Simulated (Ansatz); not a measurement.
# (InSb)3(CdTe)1 [001] superlattice, started as zinc blende: relaxing the cell for a phonon run

Task: relax (InSb)3(CdTe)1 [001] superlattice, started as zinc blende tightly.

Calculated with Ansatz 0.2.0; DFT PBEsol, scalar-relativistic, plane waves, PAW.

The structure was built from a prototype and need not be the compound's stable phase.

## 1. Starting point

The structure is orthorhombic, space group Pmm2 (No. 25). Conventional cell: a = 4.582 Å, b = 4.582 Å, c = 12.960 Å, α = 90.00°, β = 90.00°, γ = 90.00°. Nearest to Cd lie 2 Sb at 2.81 Å and 2 Te at 2.81 Å. Nearest to In lie 2 Sb at 2.81 Å and 2 Te at 2.81 Å. Nearest to In lie 4 Sb at 2.81 Å. Nearest to Sb lie 4 In at 2.81 Å. Nearest to Sb lie 4 In at 2.81 Å. Farther neighbours and most contacts between anions are not listed.

As a file:

```cif
data_structure
_symmetry_space_group_name_H-M 'P 1'
_symmetry_Int_Tables_number 1
_cell_length_a 4.5821
_cell_length_b 4.5821
_cell_length_c 12.9600
_cell_angle_alpha 90.000
_cell_angle_beta 90.000
_cell_angle_gamma 90.000
_cell_volume 272.10
loop_
_atom_site_label
_atom_site_type_symbol
_atom_site_fract_x
_atom_site_fract_y
_atom_site_fract_z
_atom_site_occupancy
Cd1 Cd 0.50000 0.50000 0.75000 1
In2 In 0.00000 0.00000 0.00000 1
In3 In 0.50000 0.50000 0.25000 1
In4 In 0.00000 0.00000 0.50000 1
Sb5 Sb 0.50000 0.00000 0.12500 1
Sb6 Sb 0.00000 0.50000 0.37500 1
Sb7 Sb 0.50000 0.00000 0.62500 1
Te8 Te 0.00000 0.50000 0.87500 1
```

## 2. A coarse first look

A quick single point on a coarse mesh tells whether the cell has a gap and how far it is from rest, which sets the k mesh and smearing that follow.

input.yaml

```yaml
crystal:
  lattice:
    - [3.24, 3.24, 0.0]
    - [-3.24, 3.24, 0.0]
    - [0.0, 0.0, 12.96]
  atoms:
    - { symbol: Cd, position: [0.5, 0.5, 0.75] }
    - { symbol: In, position: [0.0, 0.0, 0.0] }
    - { symbol: In, position: [0.5, 0.5, 0.25] }
    - { symbol: In, position: [0.0, 0.0, 0.5] }
    - { symbol: Sb, position: [0.5, 0.0, 0.125] }
    - { symbol: Sb, position: [0.0, 0.5, 0.375] }
    - { symbol: Sb, position: [0.5, 0.0, 0.625] }
    - { symbol: Te, position: [0.0, 0.5, 0.875] }
kpoints:
  mp_grid: { grid: [4, 4, 2] }
hamiltonian:
  xc: pbesol
scf:
  occupations: { method: gaussian, width: 0.1 }
output:
  forces: true
  stress: true
  eigenvalues: true
```

On the command line:

```sh
ansatz run input.yaml --threads 4 --pin off --max-ram 14336MiB --backend cpu --events-out ev --progress --plain --runs-dir out
```

Numbers of over 12 decimals in the logs are rounded to 6 here.

What it wrote:

```text
Engine: ansatz 0.2.0, x86_64-unknown-linux-gnu
Pseudopotentials: kind: paw
Pseudopotential: Cd, paw, valence charge 20, recommended cutoff 420 eV (normal), Cd.paw.azcp
Pseudopotential: In, paw, valence charge 13, recommended cutoff 420 eV (normal), In.paw.azcp
Pseudopotential: Sb, paw, valence charge 15, recommended cutoff 420 eV (normal), Sb.paw.azcp
[...]
k-point 0: bands = [... 56 lower, 6.3242, 7.0249, 7.3091, 7.3561, 7.6691, 8.5669, 8.6619, 9.0761, ... 6 higher]
  k-point 1: bands = [... 56 lower, 6.5618, 6.5866, 7.0478, 7.4483, 8.2871, 8.5848, 8.7627, 9.0809, ... 6 higher]
  k-point 2: bands = [... 56 lower, 5.9765, 6.3211, 6.3599, 7.1551, 8.6687, 8.9132, 9.1237, 9.4300, ... 6 higher]
  k-point 17: bands = [... 56 lower, 4.9832, 5.0994, 5.1571, 5.5161, 9.0856, 9.2977, 9.4773, 9.5663, ... 6 higher]
[key lines of the parts left out:]
SCF converged after 8 iterations
Free energy (F): -50886.755595 eV
Fermi energy:    7.589882 eV
P = ⅓ Tr σ = 1.0400 GPa (10.400 kbar)
```

Wall time 6.2 s (4 threads of Intel Xeon Platinum 8375C at 2.90GHz (Ice Lake), shared host); peak memory 0.89 GiB; 20 s of CPU time.

Numbers from this step:

| Item | Value |
| --- | --- |
| pressure | 1.040 GPa |
| volume per atom | 34.01 Å³ |
| gap on the k-mesh | 0 eV |

The coarse mesh shows no gap and a pressure of 1.0 GPa.

## 3. Rough relaxation

The start is far from rest, so a relaxation with loose tolerances brings it close first.

Edit input.yaml of step 2 so:

```diff
@@ -24 +24,6 @@
   eigenvalues: true
+relax:
+  adjacent_minimum: "off"
+  f_tol: 0.05
+  max_steps: 80
+  cell: { stress_tol: 0.5 }
```

What it wrote:

```text
[...]
Crystal: 8 atoms, lattice volume = 272.098 Å³
Basis set: ecut = 420 eV, 5363 PW (Γ), exchange–correlation on 64×64×180 points (8 copies of the dense FFT grid, shifted against one another)
Bands: 72, of which v1, the nominal top of the filled ones, is band 60 counted from 1 (59 counted from 0)
Symmetry: 4 space group operations
[...]
k-points: 18 of 32
[...]
- [3.283825, 3.283825, 0]
    - [-3.298649, 3.298649, 0]
    - [0, 0, 12.887365]
  atoms:
    - { symbol: Cd, position: [0.5, 0.5, 0.738885] }
    - { symbol: In, position: [0, 0, 0.00406441] }
    - { symbol: In, position: [0.5, 0.5, 0.253377] }
    - { symbol: In, position: [0, 0, 0.502813] }
    - { symbol: Sb, position: [0.500000, 0, 0.126461] }
    - { symbol: Sb, position: [0, 0.5, 0.376202] }
    - { symbol: Sb, position: [0.500000, 0, 0.625243] }
    - { symbol: Te, position: [0, 0.5, 0.872954] }
[key lines of the parts left out:]
SCF converged after 4 iterations
Free energy (F): -50886.849021 eV
Fermi energy:    7.122851 eV
P = ⅓ Tr σ = -0.0801 GPa (-0.801 kbar)
```

Wall time 23 s (4 threads); peak memory 0.95 GiB.

Relaxation path:

```tsv
step	energy less that of the first step (eV)	largest force component (eV/Å)	pressure (GPa)	volume (Å³)
1	0.0000	0.6894	1.04	272.10
2	-0.0460	0.5692	-0.35	281.76
3	-0.0922	0.0360	-0.08	279.20
4*	-0.0934	0.0360	-0.08	279.20
```

Relaxation steps marked * repeat the geometry before them on a plane-wave basis chosen anew for their cell, so energy and pressure can jump there.

Forces are held to the 4 operations that the run works with; a distortion that breaks them can't arise in this run.

```tsv
conventional cell, symmetrised	before	after	change
a (Å)	4.582	4.644	+1.4 %
b (Å)	4.582	4.665	+1.8 %
c (Å)	12.960	12.887	-0.6 %
volume (Å³/atom)	34.01	34.90	+2.6 %
```

The atoms that moved most (Å, as changes of fractional coordinates times the final cell):

```tsv
atom	dx	dy	dz	length
Cd1	0.000	0.000	-0.143	0.143
In2	0.000	0.000	0.052	0.052
In3	0.000	0.000	0.044	0.044
In4	0.000	0.000	0.036	0.036
Te8	0.000	0.000	-0.026	0.026
Sb5	0.000	0.000	0.019	0.019
Sb6	0.000	0.000	0.015	0.015
```

A gap read on the k-mesh alone can miss the band edges.

This step gave:

```
pressure           : -0.08010 GPa
volume per atom    : 34.90 Å³
gap on the k-mesh  : 0.1404 eV
direct gap on mesh : 0.1746 eV
```

In this step the volume went from 34.01 to 34.90 Å³/atom.

## 4. Relaxation, k-mesh 6×6×4, smearing width 0.01 eV

Harmonic phonons are second derivatives at a point where the forces vanish, and they are wanted at zero stress, so atoms and cell are relaxed first.

input.yaml

```yaml
crystal:
  lattice:
    - [3.283824787, 3.283824787, 0.0]
    - [-3.2986489196, 3.2986489196, 0.0]
    - [0.0, 0.0, 12.8873645674]
  atoms:
    - { symbol: Cd, position: [0.5, 0.5, 0.7388851799] }
    - { symbol: In, position: [0.0, 0.0, 0.0040644135] }
    - { symbol: In, position: [0.5, 0.5, 0.2533771758] }
    - { symbol: In, position: [0.0, 0.0, 0.502813275] }
    - { symbol: Sb, position: [0.5, 0.0, 0.1264613263] }
    - { symbol: Sb, position: [0.0, 0.5, 0.3762016956] }
    - { symbol: Sb, position: [0.5, 0.0, 0.625243019] }
    - { symbol: Te, position: [0.0, 0.5, 0.8729539149] }
kpoints:
  mp_grid: { grid: [6, 6, 4] }
hamiltonian:
  xc: pbesol
scf:
  occupations: { method: gaussian, width: 0.01 }
output:
  forces: true
  stress: true
  eigenvalues: true
relax:
  adjacent_minimum: "off"
  f_tol: 0.005
  max_steps: 80
  cell: { stress_tol: 0.05 }
```

What it wrote:

```text
[...]
Crystal: 8 atoms, lattice volume = 279.197 Å³
Basis set: ecut = 420 eV, 5459 PW (Γ), exchange–correlation on 64×64×180 points (8 copies of the dense FFT grid, shifted against one another)
Bands: 72, of which v1, the nominal top of the filled ones, is band 60 counted from 1 (59 counted from 0)
Symmetry: 4 space group operations
[...]
k-points: 48 of 144 (time reversal used)
[...]
SCF iter   1: F=—  HF=-50887.003831 eV  |F-HF|=—  |Δ(HF+E_count)|=         —  Δρ=3.69e-3  dr2=6.41e-2  ethr=1.77e-3  ⟨swp⟩=6.6  Hψ=12860  notcnv=0  defer=17
[...]
SCF iter   9: F=-50886.989114 eV  HF=-50886.989114 eV  |F-HF|=1.38e-8  |Δ(HF+E_count)|=   1.40e-7  Δρ=1.48e-6  dr2=9.78e-9  ethr=8.33e-11  ⟨swp⟩=10.9  Hψ=15464  notcnv=0
SCF 1 converged in 9 iterations: F = -50886.989114 eV  dr2 = 9.78e-9
[...]
relax step   1: F+E_penalty+E_count = -50886.98911435 eV  Δ(F+E_penalty+E_count) = +0.000e0 eV  max|allowed force component| = 8.923e-2 eV/Å  Δτ_max = 0.0000 Å  P = -0.232 GPa  Ω = 279.197 Å³  (9 SCF iters, dr2 threshold 1.00e-7 eV, accepted)
Crystal: 8 atoms, lattice volume = 276.571 Å³
Basis set: ecut = 420 eV, 5427 PW (Γ), exchange–correlation on 64×64×180 points (8 copies of the dense FFT grid, shifted against one another)
[...]
SCF iter   6: F=-50886.991022 eV  HF=-50886.991022 eV  |F-HF|=1.87e-7  |Δ(HF+E_count)|=   5.49e-7  Δρ=5.87e-6  dr2=4.42e-7  ethr=4.15e-10  ⟨swp⟩=7.0  Hψ=14338  notcnv=0
SCF 2 converged in 6 iterations: F = -50886.991022 eV  dr2 = 4.42e-7
relax step   2: F+E_penalty+E_count = -50886.99102222 eV  Δ(F+E_penalty+E_count) = -1.908e-3 eV  max|allowed force component| = 1.005e-1 eV/Å  Δτ_max = 0.0332 Å  P = +0.154 GPa  Ω = 276.571 Å³  energy of the carried Pulay correction = +4.856e-4 eV  (6 SCF iters, dr2 threshold 4.98e-7 eV, accepted)
Crystal: 8 atoms, lattice volume = 277.493 Å³
[...]
SCF iter   5: F=-50886.992711 eV  HF=-50886.992711 eV  |F-HF|=7.06e-8  |Δ(HF+E_count)|=   3.23e-7  Δρ=7.87e-6  dr2=2.42e-7  ethr=5.26e-10  ⟨swp⟩=8.0  Hψ=15896  notcnv=0
SCF 3 converged in 5 iterations: F = -50886.992711 eV  dr2 = 2.42e-7
relax step   3: F+E_penalty+E_count = -50886.99271070 eV  Δ(F+E_penalty+E_count) = -1.688e-3 eV  max|allowed force component| = 6.218e-3 eV/Å  Δτ_max = 0.0202 Å  P = +0.021 GPa  Ω = 277.493 Å³  energy of the carried Pulay correction = +3.145e-4 eV  (5 SCF iters, dr2 threshold 6.32e-7 eV, accepted)
[...]
relax step   4: F+E_penalty+E_count = -50886.99269473 eV  Δ(F+E_penalty+E_count) = +1.597e-5 eV  max|allowed force component| = 1.561e-2 eV/Å  Δτ_max = 0.0034 Å  P = -0.012 GPa  Ω = 277.725 Å³  energy of the carried Pulay correction = +2.716e-4 eV  (7 SCF iters, dr2 threshold 2.42e-9 eV, accepted)
[...]
relax step   5: F+E_penalty+E_count = -50886.99273988 eV  Δ(F+E_penalty+E_count) = -4.514e-5 eV  max|allowed force component| = 1.153e-3 eV/Å  Δτ_max = 0.0022 Å  P = -0.002 GPa  Ω = 277.660 Å³  energy of the carried Pulay correction = +2.837e-4 eV  (5 SCF iters, dr2 threshold 1.52e-8 eV, accepted)
[...]
SCF iter   1: F=—  HF=-50886.992373 eV  |F-HF|=—  |Δ(HF+E_count)|=         —  Δρ=2.37e-5  dr2=7.70e-8  ethr=1.98e-7  ⟨swp⟩=4.4  Hψ=23303  notcnv=0
eigensolver tolerance schedule: the retry pair's looser diagonalisation over-reported the residual by 3087.64 of it (diagonalisation noise at 0.25 of the residual, at the tolerance the schedule requests for it); recorded, not acted on — ethr = c·dr2/N_el stays at c = 1.0e-1
[...]
SCF iter   2: F=—  HF=-50886.992454 eV  |F-HF|=—  |Δ(HF+E_count)|=   8.11e-5  Δρ=1.20e-5  dr2=2.14e-8  ethr=6.42e-11  ⟨swp⟩=3.1  Hψ=8510  notcnv=0
[...]
SCF iter   6: F=-50886.992460 eV  HF=-50886.992460 eV  |F-HF|=5.09e-11  |Δ(HF+E_count)|=  1.46e-11  Δρ=5.29e-8  dr2=1.42e-11  ethr=1.00e-12  ⟨swp⟩=4.0  Hψ=10154  notcnv=0
SCF 6 converged in 6 iterations: F = -50886.992460 eV  dr2 = 1.42e-11
relax step   6: F+E_penalty+E_count = -50886.99245981 eV  Δ(F+E_penalty+E_count) = +2.801e-4 eV  max|allowed force component| = 1.146e-3 eV/Å  Δτ_max = 0.0000 Å  P = -0.002 GPa  Ω = 277.660 Å³  stress off target by 5.06e-3 GPa  SCF on the basis re-selected at this cell (its energy is not comparable with the rows above)  (6 SCF iters)
basis re-selected at this cell: Δ(F+E_penalty+E_count) = +2.801e-4 eV, ΔP = +0.000 GPa vs the last step (what re-selecting the basis moved, of the pressure what is left beyond the Pulay correction that the steps carried, after the strain that the cell walked since its last selection, with what the two solves' SCF thresholds leave and, on support functions, any second-order correction that the steps lacked; it is no m [...]
SCF converged after 6 iterations
Free energy (F): -50886.992460 eV
[...]
Internal energy: -50886.992459 eV  (E = F + TS)
E sigma→0 (E₀):  -50886.992459 eV
Entropy (-TS):   -0.000001 eV (-0.000 meV/atom)
Fermi energy:    7.222388 eV
[...]
--- Forces (eV/Å), atoms counted from 1 ---
  atom   1  Cd     0.00000000    -0.00000000     0.00113234
  atom   2  In     0.00000000     0.00000000    -0.00043490
  atom   3  In     0.00000000     0.00000000     0.00114617
  atom   4  In     0.00000000     0.00000000    -0.00074292
  atom   5  Sb    -0.00000000     0.00000000    -0.00000709
  atom   6  Sb    -0.00000000     0.00000000    -0.00071124
  atom   7  Sb    -0.00000000    -0.00000000    -0.00020968
  atom   8  Te    -0.00000000     0.00000000    -0.00017341
  max |Σ_I F_I| component: 7.38e-7 eV/Å
--- Stress (GPa, compression-positive) ---
       -0.002208      -0.002847       0.000000
       -0.002847      -0.002208      -0.000000
        0.000000      -0.000000      -0.001201
  P = ⅓ Tr σ = -0.0019 GPa (-0.019 kbar)
--- Band table (eV; the first three rows and the last of 48) ---
  k-point 0: bands = [... 56 lower, 5.9798, 6.7065, 7.0055, 7.0613, 7.2575, 8.3353, 8.3747, 8.7957, ... 8 higher]
  k-point 1: bands = [... 56 lower, 6.0749, 6.1245, 6.8778, 7.1470, 7.6780, 8.3319, 8.3509, 8.8001, ... 8 higher]
  k-point 2: bands = [... 56 lower, 6.2759, 6.3377, 6.6734, 7.0146, 8.0747, 8.2909, 8.4165, 8.7829, ... 8 higher]
  k-point 47: bands = [... 56 lower, 4.7553, 4.8612, 4.9107, 5.2641, 8.7931, 9.0231, 9.3046, 9.3116, ... 8 higher]
--- Relaxed structure (5 steps of the walk, 5 accepted, 1 SCFs on fresh bases) ---
[...]
cell:  # Å, volume = 277.6597 Å³
    - [3.265202, 3.265202, 0]
    - [-3.285053, 3.285053, 0]
    - [0, 0, 12.942865]
  atoms:
    - { symbol: Cd, position: [0.500000, 0.5, 0.738518] }
    - { symbol: In, position: [0, 0, 0.0034517] }
    - { symbol: In, position: [0.500000, 0.5, 0.252864] }
    - { symbol: In, position: [0, 0, 0.503045] }
    - { symbol: Sb, position: [0.5, 0, 0.126302] }
    - { symbol: Sb, position: [0, 0.5, 0.376460] }
    - { symbol: Sb, position: [0.5, 0, 0.626257] }
    - { symbol: Te, position: [0, 0.5, 0.873102] }
```

Wall time 94 s (4 threads); peak memory 1.3 GiB.

Step by step:

```tsv
step	energy less that of the first step (eV)	largest force component (eV/Å)	pressure (GPa)	volume (Å³)
1	0.0000	0.0892	-0.23	279.20
2	-0.0019	0.1005	0.15	276.57
3	-0.0036	0.0062	0.02	277.49
4	-0.0036	0.0156	-0.01	277.73
5	-0.0036	0.0012	0.00	277.66
6*	-0.0033	0.0011	0.00	277.66
```

Relaxation steps marked * repeat the geometry before them on a plane-wave basis chosen anew for their cell, so energy and pressure can jump there.

Forces are held to the 4 operations that the run works with; a distortion that breaks them can't arise in this run.

```tsv
conventional cell, symmetrised	before	after	change
a (Å)	4.644	4.618	-0.6 %
b (Å)	4.665	4.646	-0.4 %
c (Å)	12.887	12.943	+0.4 %
volume (Å³/atom)	34.90	34.71	-0.6 %
```

The atoms that moved most (Å, as changes of fractional coordinates times the final cell):

```tsv
atom	dx	dy	dz	length
Sb7	0.000	0.000	0.013	0.013
In2	0.000	0.000	-0.008	0.008
In3	0.000	0.000	-0.007	0.007
```

This step gave:

| Property | Result |
| --- | --- |
| pressure | -0.001872 GPa |
| volume per atom | 34.71 Å³ |
| gap on the k-mesh | 0.04264 eV |
| direct gap on mesh | 0.1962 eV |

In this step the volume went from 34.90 to 34.71 Å³/atom.

[end of part 1 of 2]

[Logs are printed without paths, hosts, clocks, repeated set-up lines and the standing remarks that a program may print on its own settings, such as how far it seeks lower states.]

[Hosts, paths, dates, database ids (printed as entryN), source tags and the programs' standing remarks are cut or masked in the printed files.]
